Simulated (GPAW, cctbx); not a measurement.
# Reading charge transfer from structure factors

SrCr2AgAu, P4/nmm (no. 129, origin choice 1), a = 4.6853 Å, b = 4.6853 Å, c = 10.9112 Å, α = 90.00°, β = 90.00°, γ = 90.00°.

| atom | mult. | x | y | z |
| --- | --- | --- | --- | --- |
| Au1 | 2 | 0 | 0 | 0 |
| Ag1 | 2 | 0 | 1/2 | 0.3656 |
| Sr1 | 2 | 1/2 | 0 | 0.2412 |
| Cr1 | 2 | 1/2 | 1/2 | 1/2 |
| Cr2 | 2 | 1/2 | 0 | 0.8797 |

The cell comes from substitution in a known structure type and wasn't matched to any measured phase.

Absolute values of the static structure factors of the conventional cell from DFT (PBE, GPAW) against free spherical atoms, in electrons:

```csv
hkl,d (Å),free atoms,crystal
001,10.911,86.09,86.08
002,5.456,118.11,118.03
101,4.305,26.05,25.94
003,3.637,135.59,135.50
102,3.554,49.54,49.55
110,3.313,3.90,3.98
111,3.170,123.96,123.97
103,2.873,135.91,135.58
112,2.832,244.95,244.41
004,2.728,121.37,121.42
```

**Question.** Which way does charge move, and which reflections show it best?

Project each element's phase sum on the total phase. At low angle |F| should rise if density moves to atoms that scatter in phase and fall if it moves to atoms that scatter against it.

| hkl | Au in phase | Ag in phase | Sr in phase | Cr in phase | change (e) | (%) |
| --- | --- | --- | --- | --- | --- | --- |
| 001 | +2.0 | -1.3 | +0.1 | -0.5 | -0.01 | 0.0 |
| 002 | +2.0 | -0.2 | -2.0 | +2.1 | -0.08 | -0.1 |
| 101 | 0.0 | +1.5 | -2.0 | +1.4 | -0.10 | -0.4 |
| 003 | +2.0 | +1.6 | -0.3 | -3.3 | -0.09 | -0.1 |
| 102 | 0.0 | +2.0 | +0.2 | -2.0 | +0.01 | 0.0 |
| 110 | -2.0 | +2.0 | +2.0 | 0.0 | +0.08 | +2.0 |
| 111 | +2.0 | +1.3 | -0.1 | -3.5 | +0.01 | 0.0 |
| 103 | 0.0 | +1.1 | +2.0 | +1.5 | -0.33 | -0.2 |

Low-angle reflections that set elements apart and change by more than 0.05 e: 002, 101, 003, 110 and 103. The real-space density gives Voronoi charges Au -0.05, Ag -0.09, Sr +0.13, Cr +0.01 e. The signs that these charges predict hold for 103 and fail for 002, 101, 003 and 110, so the simple rule can't give the direction here. The reflections see the density near the nuclei and the atoms' change of size and shape; Voronoi cells count what crosses the midplanes.

[Outputs are excerpts: Python notices, other lines and further rows are left out; steps that failed or that the build refused (PBEsol, TPSS) are not shown.]

[Logs are printed without paths, hosts, clocks, repeated set-up lines and the standing remarks that a program may print on its own settings, such as how far it seeks lower states.]
